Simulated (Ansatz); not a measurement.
Rows from a G0W0 calculation on Cs2CdPbCl6 (ordered model alloy, started on the CsPbCl3 lattice) (P4/mmm) (Ansatz 0.2.0; G0W0 on LDA, plane waves, PAW; PAW set soft_1; 2×2×2 mesh, 399 empty bands, screening to 44 eV, PAW set soft_1 files), in eV. Spin-orbit coupling is left out.

```csv
row,k,band,start,Σx,Σc at the solution,Vxc
A,Γ,v1,4.741,-21.545,1.868,-19.724
B,Γ,c1,7.507,-9.348,-3.082,-13.805
C,Γ,c2,8.076,-9.484,-3.504,-14.368
D,"(0.000, -0.500, 0.000)",c1,6.418,-10.259,-3.162,-14.886
E,"(0.000, -0.500, 0.000)",v1,4.089,-20.377,1.896,-18.483
F,"(0.000, -0.500, 0.000)",c2,7.210,-10.490,-3.047,-14.931
```

**Question.** Give the quasiparticle energies and the shift of each level.

The quasiparticle equation reads E = start + Σx + Σc(E) − Vxc.

```csv
row,E (eV),shift (eV)
A,4.789,+0.048
B,8.883,+1.375
C,9.456,+1.380
D,7.883,+1.465
E,4.092,+0.003
F,8.604,+1.394
```

The gap over the computed points goes from 1.68 eV to 3.09 eV.

Limits: not at the basis limit; no spin-orbit coupling.

[Paths, hosts, dates, memory and timing lines, banners, echoed tables and standing remarks are left out of the program output.]

[Logs are printed without paths, hosts, clocks, repeated set-up lines and the standing remarks that a program may print on its own settings, such as how far it seeks lower states.]

[Runs of the session that timed out or met a known fault of the program may be left out.]

[Cells called generated may have been cut or substituted from an entry of the Crystallography Open Database or the Materials Project.]

[Hosts, paths, dates, database ids (printed as entryN), source tags and the programs' standing remarks are cut or masked in the printed files.]
